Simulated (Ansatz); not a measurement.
# Starting-point dependence of the GW gap of Cs3Bi2Br9 (P-3m1), part 2 of 2

One-shot GW is not self-consistent; how far does the start matter for Cs3Bi2Br9 (P-3m1)?

Ansatz 0.2.0; G0W0 on several functionals, plane waves, PAW. Known limits of the many-body steps: not at the basis limit; no spin-orbit coupling.

So far. Step 2 (G0W0 on r2SCAN): The gap on the mesh goes from 2.89 eV to 4.02 eV, a correction of +1.13 eV. Between the two edge states, bare exchange in place of the xc potential would open the gap by 5.34 eV, and correlation takes back 4.20 eV.

In doubt: masses and optical values from hybrid runs of this build are listed as unsure (steps 3, 4), which bears on the screening that GW takes from such a start.

## Step 3: G0W0 on HSE06

The same correction from a different start measures what one shot leaves open.

This step: G0W0 on HSE06, plane waves, PAW.

The input, input.yaml:

```yaml
crystal:
  lattice:
    - [7.972, 0.0, 0.0]
    - [-3.986, 6.903954519, 0.0]
    - [0.0, 0.0, 9.867]
  atoms:
    - { symbol: Cs, position: [0.6666666667, 0.3333333333, 0.6669] }
    - { symbol: Cs, position: [0.3333333333, 0.6666666667, 0.3331] }
    - { symbol: Cs, position: [0.0, 0.0, 0.0] }
    - { symbol: Bi, position: [0.6666666667, 0.3333333333, 0.1918] }
    - { symbol: Bi, position: [0.3333333333, 0.6666666667, 0.8082] }
    - { symbol: Br, position: [0.5, 0.5, 0.0] }
    - { symbol: Br, position: [0.5, 0.0, 0.0] }
    - { symbol: Br, position: [0.0, 0.5, 0.0] }
    - { symbol: Br, position: [0.3353, 0.16765, 0.3394] }
    - { symbol: Br, position: [0.83235, 0.16765, 0.3394] }
    - { symbol: Br, position: [0.83235, 0.6647, 0.3394] }
    - { symbol: Br, position: [0.16765, 0.3353, 0.6606] }
    - { symbol: Br, position: [0.16765, 0.83235, 0.6606] }
    - { symbol: Br, position: [0.6647, 0.83235, 0.6606] }
kpoints:
  mp_grid: { grid: [3, 3, 2] }
hamiltonian:
  xc: hse06
scf:
  occupations: { method: fixed }
gw:
  n_empty_bands: 1052
  ecut_chi: 90.0
  qp_bands: [v4, c4]
  qp_kpoints: band_edges
  screening: { model: contour_deformation }
```

Run with:

```console
$ ansatz run input.yaml --threads 2 --pin off --max-ram 92160MiB --backend cuda --events-out ev --progress --plain --runs-dir out --devices 1 --max-vram 13GiB  # rebuilt from the run's record
```

Numbers of over 12 decimals in the logs are rounded to 6 here.

The program printed:

```text
GPUs: using 1 of 1 available (devices: 1).
[...]
davidson cushion auto → on  (no smearing: the cushion is to keep the highest requested band from converging to the state above it; pin scf.eigensolver.cushion to override)
[...]
GPU FFT provider: cuFFT
GPU libraries: cuBLAS 13.8.2, cuFFT 12.4.0, cuSOLVER 12.3.4
Crystal: 14 atoms, lattice volume = 543.063 Å³
Basis set: ecut = 420 eV, 10647 PW (Γ)
Bands: 74, of which v1, the nominal top of the filled ones, is band 60 counted from 1 (59 counted from 0)
Symmetry: 12 space group operations
[...]
k-points: 6 of 18
[...]
GPU buffer pool allocated for 209952 grid points (all kernels)
[...]
SCF iter   1: F=—  HF=-66871.641268 eV  |F-HF|=—  |Δ(HF+E_count)|=         —  Δρ=1.38e-3  dr2=1.60e-2  ethr=1.77e-3  ⟨swp⟩=18.5  Hψ=2328  notcnv=2
[...]
SCF iter   3: F=-66871.644403 eV  HF=-66871.644406 eV  |F-HF|=3.62e-6  |Δ(HF+E_count)|=   9.57e-6  Δρ=1.92e-4  dr2=2.27e-4  ethr=1.01e-6  ⟨swp⟩=4.7  Hψ=1273  notcnv=0  defer=2
SCF 1 stopped early in 3 iterations: F = -66871.644403 eV  dr2 = 2.27e-4
[...]
GPU FFT provider: cuFFT
GPU libraries: cuBLAS 13.8.2, cuFFT 12.4.0, cuSOLVER 12.3.4
[...]
GPU buffer pool allocated for 209952 grid points (all kernels)
[...]
Free energy (F): -66911.280792 eV
Frozen-core exchange: fock
[...]
Internal energy: -66911.280792 eV  (E = F + TS)
E sigma→0 (E₀):  -66911.280792 eV
Fermi energy:    2.470859 eV
[...]
--- Band table (eV; the first three rows and the last of 6) ---
  k-point 0: bands = [... 56 lower, 1.4073, 1.4073, 1.4347, 2.4709, 5.7067, 6.4331, 6.4331, 7.6042, ... 3 higher]
  k-point 1: bands = [... 56 lower, 1.5816, 1.5816, 1.5823, 1.9504, 5.9301, 5.9301, 5.9750, 7.5405, ... 3 higher]
  k-point 2: bands = [... 56 lower, 1.3026, 1.4544, 1.5437, 2.3436, 6.2209, 6.3838, 6.4756, 7.5072, ... 3 higher]
  k-point 5: bands = [... 56 lower, 1.2052, 1.2052, 2.0593, 2.0593, 6.5450, 6.5450, 6.5634, 7.3009, ... 3 higher]
  guard bands above this table: 7 of the run's 74 bands. The solve was not asked for them (output.publish_guard_bands: true or output.eigenvalues: true publishes all)
[...]
0    57      1.4073   -19.5804     2.3018   -16.6812  0.7884     0.8045     0.8099  root
     0    58      1.4073   -19.5804     2.3018   -16.6812  0.7884     0.8045     0.8099  root
     0    59      1.4347   -19.5762     2.3620   -16.6023  0.7830     0.8165     0.8229  root
     0    60      2.4709   -18.8310     1.1188   -17.3046  0.8064     2.0614     2.0632  root
     0    61      5.7067    -9.3642    -2.9263   -12.8230  0.8278     6.2418     6.2392  root
     0    62      6.4331   -10.5565    -2.9723   -14.1398  0.8177     7.0480     7.0440  root
     0    63      6.4331   -10.5565    -2.9723   -14.1398  0.8177     7.0480     7.0440  root
     0    64      7.6042    -4.1127    -3.1499    -7.5302  0.8537     7.8726     7.8719  root
[...]
5    61      6.5450   -10.5785    -3.0399   -14.2401  0.8174     7.1710     7.1667  root
     5    62      6.5450   -10.5785    -3.0399   -14.2401  0.8174     7.1710     7.1667  root
     5    63      6.5634   -10.5654    -3.0210   -14.2022  0.8168     7.1835     7.1793  root
     5    64      7.3009    -9.4713    -3.2590   -13.2706  0.8119     7.8455     7.8412  root
```

Elapsed: 4.2 min, on 1 × NVIDIA H100 80GB HBM3 (shared by 6 runs) with 2 threads of AMD EPYC 7R13 (Zen 3), shared host; peak memory 4.5 GiB; 5.5 min of CPU time.

This step gave:

```yaml
bands_summed: 1112
rpa_eps_infinity_on_this_mesh_eigenvalues: 3.201, 3.201, 3.210
plane_waves_in_the_screening_matrix: 1059
q_points_in_the_mesh: 18
g0w0_gap_on_the_mesh: 4.176 eV
k_of_the_valence_top: 0, 0, 0
k_of_the_conduction_bottom: 0, 0, 0
starting_gap_on_the_mesh: 3.236 eV
z_at_the_valence_top: 0.8064
z_at_the_conduction_bottom: 0.8278
least_direct_g0w0_gap_on_the_computed_points: 4.176 eV
```

Against the run with 3×3×2 mesh, 1052 empty bands, screening to 90 eV on r2SCAN, the gap moves by +0.15 eV, while the start moved by +0.34 eV.

## Step 4: G0W0 on PBE0

This step: G0W0 on PBE0, plane waves, PAW.

Changes to input.yaml since step 3:

```diff
@@ -23,3 +23,3 @@
 hamiltonian:
-  xc: hse06
+  xc: pbe0
 scf:
```

The program printed:

```text
GPUs: using 1 of 1 available (devices: 1).
[...]
GPU FFT provider: cuFFT
GPU libraries: cuBLAS 13.8.2, cuFFT 12.4.0, cuSOLVER 12.3.4
Crystal: 14 atoms, lattice volume = 543.063 Å³
Basis set: ecut = 420 eV, 10647 PW (Γ)
Bands: 74, of which v1, the nominal top of the filled ones, is band 60 counted from 1 (59 counted from 0)
Symmetry: 12 space group operations
[...]
k-points: 6 of 18
[...]
0    63      6.7702   -10.5147    -2.8803   -13.7630  0.8313     7.1393     7.1382  root
     0    64      7.9341    -4.1177    -3.0485    -7.2058  0.8640     7.9738     7.9737  root
[...]
5    61      6.8834   -10.5368    -2.9445   -13.8614  0.8311     7.2647     7.2634  root
     5    62      6.8834   -10.5368    -2.9445   -13.8614  0.8311     7.2647     7.2634  root
     5    63      6.9031   -10.5271    -2.9250   -13.8252  0.8305     7.2774     7.2762  root
     5    64      7.6548    -9.4266    -3.1410   -12.8639  0.8271     7.9520     7.9511  root
[key lines of the parts left out:]
Free energy (F): -66901.273540 eV
Fermi energy:    2.136165 eV
```

Elapsed: 4.6 min, on 1 × NVIDIA H100 80GB HBM3 (shared by 6 runs) with 2 threads; peak memory 4.6 GiB.

Numbers from this step:

- bands summed: 1112
- RPA ε∞ on this mesh (eigenvalues): 3.006, 3.006, 3.017
- plane waves in the screening matrix: 1059
- G0W0 gap on the mesh: 4.365 eV
- k of the valence top: 0, 0, 0
- k of the conduction bottom: 0, 0, 0
- starting gap on the mesh: 3.891 eV
- least direct G0W0 gap on the computed points: 4.365 eV

Against the run with 3×3×2 mesh, 1052 empty bands, screening to 90 eV on HSE06, the gap moves by +0.19 eV, while the start moved by +0.65 eV.

## Step 5: The starts together

All on the 3×3×2 mesh with 1052 empty bands and screening to 90 eV. Times are wall times on 1 × NVIDIA H100 80GB HBM3 (shared by 6 runs) with 2 threads of AMD EPYC 7R13 (Zen 3), shared host, good to a factor of about two.

| start | starting gap (eV) | shift (eV) | G0W0 gap (eV) | RPA ε∞ (harmonic mean) | Z (valence, conduction) | time |
| --- | --- | --- | --- | --- | --- | --- |
| r2SCAN | 2.89 | +1.13 | 4.02 | 3.39 | 0.79, 0.82 | 65 s |
| HSE06 | 3.24 | +0.94 | 4.18 | 3.20 | 0.81, 0.83 | 4.2 min |
| PBE0 | 3.89 | +0.47 | 4.36 | 3.01 | 0.82, 0.84 | 4.6 min |

The parts of the quasiparticle energy at the two band edges (eV; QP = start + Σx + Σc − Vxc):

| run | edge | start | Σx | Σc | Vxc | Z | QP |
| --- | --- | --- | --- | --- | --- | --- | --- |
| r2SCAN | valence top | 2.70 | -18.90 | 1.24 | -17.14 | 0.79 | 2.17 |
| r2SCAN | conduction bottom | 5.59 | -9.57 | -2.97 | -13.15 | 0.82 | 6.19 |
| HSE06 | valence top | 2.47 | -18.83 | 1.12 | -17.30 | 0.81 | 2.06 |
| HSE06 | conduction bottom | 5.71 | -9.36 | -2.93 | -12.82 | 0.83 | 6.24 |
| PBE0 | valence top | 2.14 | -18.85 | 1.03 | -17.64 | 0.82 | 1.96 |
| PBE0 | conduction bottom | 6.03 | -9.33 | -2.84 | -12.47 | 0.84 | 6.33 |

For a hybrid start, Vxc holds its share of exact exchange.

## Step 6: Summary of results

```
G0W0@r2SCAN  : 4.02 eV (start 2.89 eV)
G0W0@HSE06   : 4.18 eV (start 3.24 eV)
G0W0@PBE0    : 4.36 eV (start 3.89 eV)
known limits : not at the basis limit; no spin-orbit coupling
```

In words: The starting gaps span 1.00 eV and the G0W0 gaps 0.34 eV. Between r2SCAN and PBE0, 0.34 eV of the 1.00 eV survives, 34 %. PBE0 screens less than r2SCAN (ε∞ 3.01 against 3.39). Of the 0.34 eV by which its G0W0 gap is higher, the correlation part gives +0.33 eV, and exchange with the one-particle terms, which follow the orbitals, +0.01 eV. The smallest correction, +0.47 eV, is on PBE0, the start nearest to reproducing itself. Bands and cutoff are finite, so the gap is not at the basis limit. The miss can reach some tenths of an eV and take either sign; the mesh is an error of its own. Where an edge is built on 6p states of lead, bismuth or thallium, scalar-relativistic gaps usually stand too wide, by a few tenths to over one eV. The many-body steps are scalar-relativistic: spin-orbit coupling is not in them.

[Paths, hosts, dates, memory and timing lines, banners, echoed tables and standing remarks are left out of the program output.]

[Logs are printed without paths, hosts, clocks, repeated set-up lines and the standing remarks that a program may print on its own settings, such as how far it seeks lower states.]

[Runs of the session that timed out or met a known fault of the program may be left out.]

[Cells called generated may have been cut or substituted from an entry of the Crystallography Open Database or the Materials Project.]

[Hosts, paths, dates, database ids (printed as entryN), source tags and the programs' standing remarks are cut or masked in the printed files.]
